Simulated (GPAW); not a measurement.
**Dielectric function and optical constants of KZnF3**

Wanted: where KZnF3 starts to absorb, how strongly, and its refractive index.

Main program and level: GPAW 26.7.0; DFT, PBE, plane-wave PAW (GPAW data sets), scalar-relativistic, RPA, optical limit.

Report form: the programs' logs are mostly left out.

### Step 1. The starting structure

Symmetry: Pm-3m, No. 221, cubic system. Conventional cell: a = 4.050 Å, b = 4.050 Å, c = 4.050 Å, α = 90.00°, β = 90.00°, γ = 90.00°. Zn has 6 F at 2.02 Å nearest. K has 12 F at 2.86 Å nearest. Nearest to F lie 2 Zn at 2.02 Å and 4 K at 2.86 Å. Farther neighbours and most contacts between anions are not listed.

### Step 2. Ground state

The self-consistent density comes first; it also tells whether there is a gap, which decides the occupations and the need for a Drude term.

This step: DFT, PBE, plane-wave PAW (GPAW data sets), scalar-relativistic, ground state (GPAW 26.7.0).

The input, gs.py:

```python
from ase import Atoms
from ase.dft.bandgap import bandgap
from gpaw import GPAW, PW, FermiDirac

atoms = Atoms(['Zn', 'K', 'F', 'F', 'F'],
              cell=[[4.050000000000, 0.000000000000, 0.000000000000],
                    [0.000000000000, 4.050000000000, 0.000000000000],
                    [0.000000000000, 0.000000000000, 4.050000000000]],
              scaled_positions=[[0.500000000000, 0.500000000000, 0.500000000000],
                                [0.000000000000, 0.000000000000, 0.000000000000],
                                [0.500000000000, 0.000000000000, 0.500000000000],
                                [0.000000000000, 0.500000000000, 0.500000000000],
                                [0.500000000000, 0.500000000000, 0.000000000000]],
              pbc=[True, True, True])
atoms.calc = GPAW(mode=PW(500), xc='PBE', kpts={'size': (6, 6, 6), 'gamma': True},
                  occupations=FermiDirac(0.05), maxiter=150, txt='gs.txt')
print('energy (eV)', atoms.get_potential_energy())
print('Fermi level (eV)', atoms.calc.get_fermi_level())
print('valence electrons', atoms.calc.get_number_of_electrons())
print('gap (eV)', bandgap(atoms.calc, output=None)[0])
print('direct gap (eV)', bandgap(atoms.calc, direct=True, output=None)[0])
atoms.calc.write('gs.gpw')
```

Launch:

```bash
$ OMP_NUM_THREADS=1 python gs.py
```

Wall time 21 s (1 thread of Arm Neoverse V1, shared host); peak memory 0.16 GiB.

This step gave:

- energy: -20.10 eV
- Fermi energy: 3.646 eV
- gap on the k-mesh: 3.805 eV
- direct gap on the mesh: 5.664 eV
- electrons: 42

There is a gap, 3.80 eV on this mesh (points off the mesh can give less), so no carriers' term is needed.

### Step 3. Bands for the response

The response needs many more empty bands than the density does.

This step: DFT, PBE, plane-wave PAW (GPAW data sets), scalar-relativistic, bands at fixed density (GPAW 26.7.0).

The input, nscf.py:

```python
from ase.dft.bandgap import bandgap
from gpaw import GPAW, FermiDirac

calc = GPAW('gs.gpw').fixed_density(kpts={'size': (8, 8, 8), 'gamma': True}, nbands=59, convergence={'bands': 53},
                                    occupations=FermiDirac(0.001), txt='nscf.txt')
print('gap (eV)', bandgap(calc, output=None)[0])
print('direct gap (eV)', bandgap(calc, direct=True, output=None)[0])
print('top band over the Fermi level (eV)', min(calc.get_eigenvalues(kpt=k)[52] for k in range(len(calc.get_ibz_k_points()))) - calc.get_fermi_level())
calc.write('full.gpw', mode='all')
```

Launch:

```bash
$ OMP_NUM_THREADS=1 python nscf.py
```

Run time: 86 s. Hardware: 1 thread; peak memory 0.23 GiB.

### Step 4. Dielectric function, RPA

Local fields let the induced charge screen the field inside the cell, which as a rule lowers ε, most along directions where the density is uneven.

This step: DFT, PBE, plane-wave PAW (GPAW data sets), scalar-relativistic, RPA, optical limit (GPAW 26.7.0).

The input, df.py:

```python
from gpaw.response.df import DielectricFunction

df = DielectricFunction('full.gpw', frequencies={'type': 'nonlinear', 'domega0': 0.03, 'omega2': 8},
                        ecut=50,
                        eta=0.15,
                        nbands=53,
                        txt='df.txt')
for direction in ['x']:
    df.get_dielectric_function(xc='RPA', direction=direction, filename=f'df_{direction}.csv')
```

Launch:

```bash
$ OMP_NUM_THREADS=1 python df.py
```

It took 16 s on 1 thread; peak memory 0.33 GiB.

This step gave:

| Item | Value |
| --- | --- |
| electronic dielectric constant ε∞, mean over x, y and z (by symmetry where fewer were run) | 2.253 |
| main peak of Im epsilon, first axis | 13.05 eV |

Some rows of df_x.csv (energy; Re and Im without local fields; Re and Im with them):

```text
0.000000, 2.358753, 0.000000, 2.253333, 0.000000
0.429336, 2.360715, 0.001377, 2.255224, 0.001327
0.878195, 2.367032, 0.002863, 2.261314, 0.002761
1.347938, 2.378553, 0.004529, 2.272430, 0.004372
1.840057, 2.396514, 0.006481, 2.289782, 0.006266
2.356191, 2.422781, 0.008889, 2.315203, 0.008613
2.898142, 2.460302, 0.012063, 2.351612, 0.011723
3.467895, 2.514116, 0.016625, 2.404012, 0.016221
4.067647, 2.593870, 0.024072, 2.482036, 0.023614
4.699832, 2.722056, 0.039288, 2.608244, 0.038826
5.367152, 2.978005, 0.096493, 2.862516, 0.096399
6.072622, 3.148640, 0.668419, 3.029670, 0.674455
6.819608, 2.967563, 1.124296, 2.841337, 1.133529
7.611886, 2.404966, 1.375539, 2.264343, 1.393491
8.453705, 2.249888, 1.205457, 2.089682, 1.218512
9.349861, 2.246951, 0.872595, 2.060530, 0.878881
10.305790, 2.449008, 1.050072, 2.216539, 1.029559
11.327680, 1.816967, 1.520714, 1.616380, 1.469887
12.422601, 2.337953, 1.030874, 2.017459, 0.932552
13.598673, 1.567103, 1.625374, 1.456774, 1.461990
```

The Im ε, E ∥ x has structure finer than the step of the table below, so its rows give means over 0.5 eV, whole bins alone (the curve runs from 0 to 14.0 eV). Peaks (eV: height): 6.99: 1.20, 7.44: 1.64, 11.10: 1.72, 13.08: 1.81.

Values under the direct gap are tails of Lorentzian lines. Im ε, E ∥ x against photon energy; means over each step:

```
photon energy (eV)  Im ε, E ∥ x
               0.5      0.00155
               1.0      0.00317
               1.5      0.00494
               2.0      0.00696
               2.5      0.00939
               3.0       0.0125
               3.5       0.0166
               4.0       0.0227
               4.5       0.0330
               5.0       0.0552
               5.5        0.154
               6.0        0.576
               6.5        0.888
               7.0         1.10
               7.5         1.42
               8.0         1.28
               8.5         1.20
               9.0         1.05
               9.5        0.964
              10.0        0.999
              10.5         1.19
              11.0         1.58
              11.5         1.37
              12.0        0.956
              12.5         1.01
              13.0         1.65
              13.5         1.49
```

Table of Re ε, E ∥ x by photon energy:

```
photon energy (eV)  Re ε, E ∥ x
               0.0         2.25
               0.5         2.26
               1.0         2.26
               1.5         2.28
               2.0         2.30
               2.5         2.32
               3.0         2.36
               3.5         2.41
               4.0         2.47
               4.5         2.56
               5.0         2.70
               5.5         2.95
               6.0         3.11
               6.5         3.09
               7.0         2.65
               7.5         2.44
               8.0         2.21
               8.5         2.07
               9.0         1.92
               9.5         2.17
              10.0         2.18
              10.5         2.36
              11.0         2.11
              11.5         1.57
              12.0         1.60
              12.5         2.08
              13.0         1.97
              13.5         1.49
```

The Im ε, E ∥ x has structure finer than the step of the table below, so its rows give means over 0.5 eV, whole bins alone (the curve runs from 0 to 14.0 eV). Peaks (eV: height): without local fields 7.44: 1.63, 11.10: 1.79, 13.00: 2.09; with local fields 6.99: 1.20, 7.44: 1.64, 11.10: 1.72, 13.08: 1.81.

Values under the direct gap are tails of Lorentzian lines. Im ε, E ∥ x against photon energy; means over each step:

```
photon energy (eV)  without local fields  with local fields
               0.5               0.00161            0.00155
               1.0               0.00329            0.00317
               1.5               0.00512            0.00494
               2.0               0.00720            0.00696
               2.5               0.00968            0.00939
               3.0                0.0128             0.0125
               3.5                0.0170             0.0166
               4.0                0.0232             0.0227
               4.5                0.0335             0.0330
               5.0                0.0556             0.0552
               5.5                 0.154              0.154
               6.0                 0.572              0.576
               6.5                 0.882              0.888
               7.0                  1.09               1.10
               7.5                  1.41               1.42
               8.0                  1.27               1.28
               8.5                  1.19               1.20
               9.0                  1.04               1.05
               9.5                 0.958              0.964
              10.0                  1.00              0.999
              10.5                  1.23               1.19
              11.0                  1.65               1.58
              11.5                  1.41               1.37
              12.0                 0.994              0.956
              12.5                  1.13               1.01
              13.0                  1.90               1.65
              13.5                  1.66               1.49
```

The refractive index n and extinction k by photon energy:

```
photon energy (eV)     n        k
               0.0  1.50        0
               0.5  1.50   5.2e-4
               1.0  1.50  0.00105
               1.5  1.51  0.00163
               2.0  1.52  0.00229
               2.5  1.52  0.00307
               3.0  1.54  0.00404
               3.5  1.55  0.00533
               4.0  1.57  0.00718
               4.5  1.60   0.0102
               5.0  1.64   0.0163
               5.5  1.72   0.0400
               6.0  1.77    0.188
               6.5  1.77    0.234
               7.0  1.67    0.354
               7.5  1.64    0.495
               8.0  1.55    0.421
               8.5  1.50    0.412
               9.0  1.44    0.377
               9.5  1.51    0.320
              10.0  1.51    0.322
              10.5  1.58    0.374
              11.0  1.55    0.536
              11.5  1.35    0.515
              12.0  1.31    0.355
              12.5  1.48    0.330
              13.0  1.52    0.593
              13.5  1.34    0.557
```

The reflectivity at normal incidence, E ∥ x has structure finer than the step of the table below, so its rows give means over 0.5 eV, whole bins alone (the curve runs from 0 to 14.0 eV). Peaks (eV: height): 6.66: 8.78, 7.44: 9.70, 11.03: 8.78, 13.00: 9.32.

Table of reflectivity at normal incidence, E ∥ x by photon energy; means over each step:

photon energy (eV), reflectivity at normal incidence, E ∥ x (%) and a bar from the least value:
```
      0.5       4.03 
      1.0       4.06 
      1.5       4.12 #
      2.0       4.20 #
      2.5       4.32 ##
      3.0       4.47 ###
      3.5       4.68 ####
      4.0       4.95 ######
      4.5       5.34 #########
      5.0       5.94 ############
      5.5       7.00 ###################
      6.0       8.08 ###########################
      6.5       8.35 ############################
      7.0       7.95 ##########################
      7.5       8.54 ##############################
      8.0       7.10 ####################
      8.5       6.32 ###############
      9.0       5.45 #########
      9.5       5.43 #########
     10.0       5.71 ###########
     10.5       6.86 ###################
     11.0       8.26 ############################
     11.5       6.56 #################
     12.0       4.33 ##
     12.5       5.56 ##########
     13.0       8.61 ##############################
     13.5       7.33 ######################
```

From ε follow the optical constants at some laser and lamp lines:

```
wavelength (nm)     n      k  R (%)     1/α
           1550  1.50  0.001    4.0  148 µm
            800  1.51  0.002    4.1   38 µm
            633  1.51  0.002    4.2   23 µm
            532  1.52  0.003    4.3   15 µm
            365  1.55  0.005    4.6  5.8 µm
            248  1.64  0.016    5.9  1.2 µm
            193  1.75  0.216    8.1   71 nm
```

Below the direct gap, k and the depth come from the tails of the Lorentzian lines, not from transitions.

Rows near the edge hang on the gap, which this functional as a rule makes too small, and phonon-assisted absorption is left out.

### Step 5. Results

```
electronic dielectric constant ε∞, mean over x, y and z (by symmetry where fewer were run) (RPA) : 2.25
main peak of Im epsilon, first axis                                                              : 13.0 eV
```

What this shows: At this level (PBE, RPA) KZnF3 has ε∞ = 2.25 and n = 1.50 at 1550 nm, and Im ε peaks at 13.0 eV. On the mesh the gap is 3.80 eV and the least direct gap 5.66 eV, so on this mesh the band edges lie at different points. Local fields change the static value along x from 2.36 to 2.25 (-4 %). Distinct maxima of Im ε, read by a parabola through the highest points, lie at 6.96 eV (1.2), 7.46 eV (1.7), 11.09 eV (1.7) and 13.05 eV (1.8). Excitons and phonon-assisted transitions are missing; PBE gaps are as a rule too small, which pulls the onset down and ε∞ up. The sum runs over mesh points, so small or evenly spaced maxima can still be ripples of the mesh. In this version of GPAW the matrix elements of the optical limit are incomplete, which can lower ε − 1 by up to a tenth where first-row anions or d states rule, and shift it by more in d metals.

[Machine, clock and banner lines and Python warnings are left out of the logs.]

[Logs are printed without paths, hosts, clocks, repeated set-up lines and the standing remarks that a program may print on its own settings, such as how far it seeks lower states.]

[Hosts, paths, dates, database ids (printed as entryN), source tags and the programs' standing remarks are cut or masked in the printed files.]
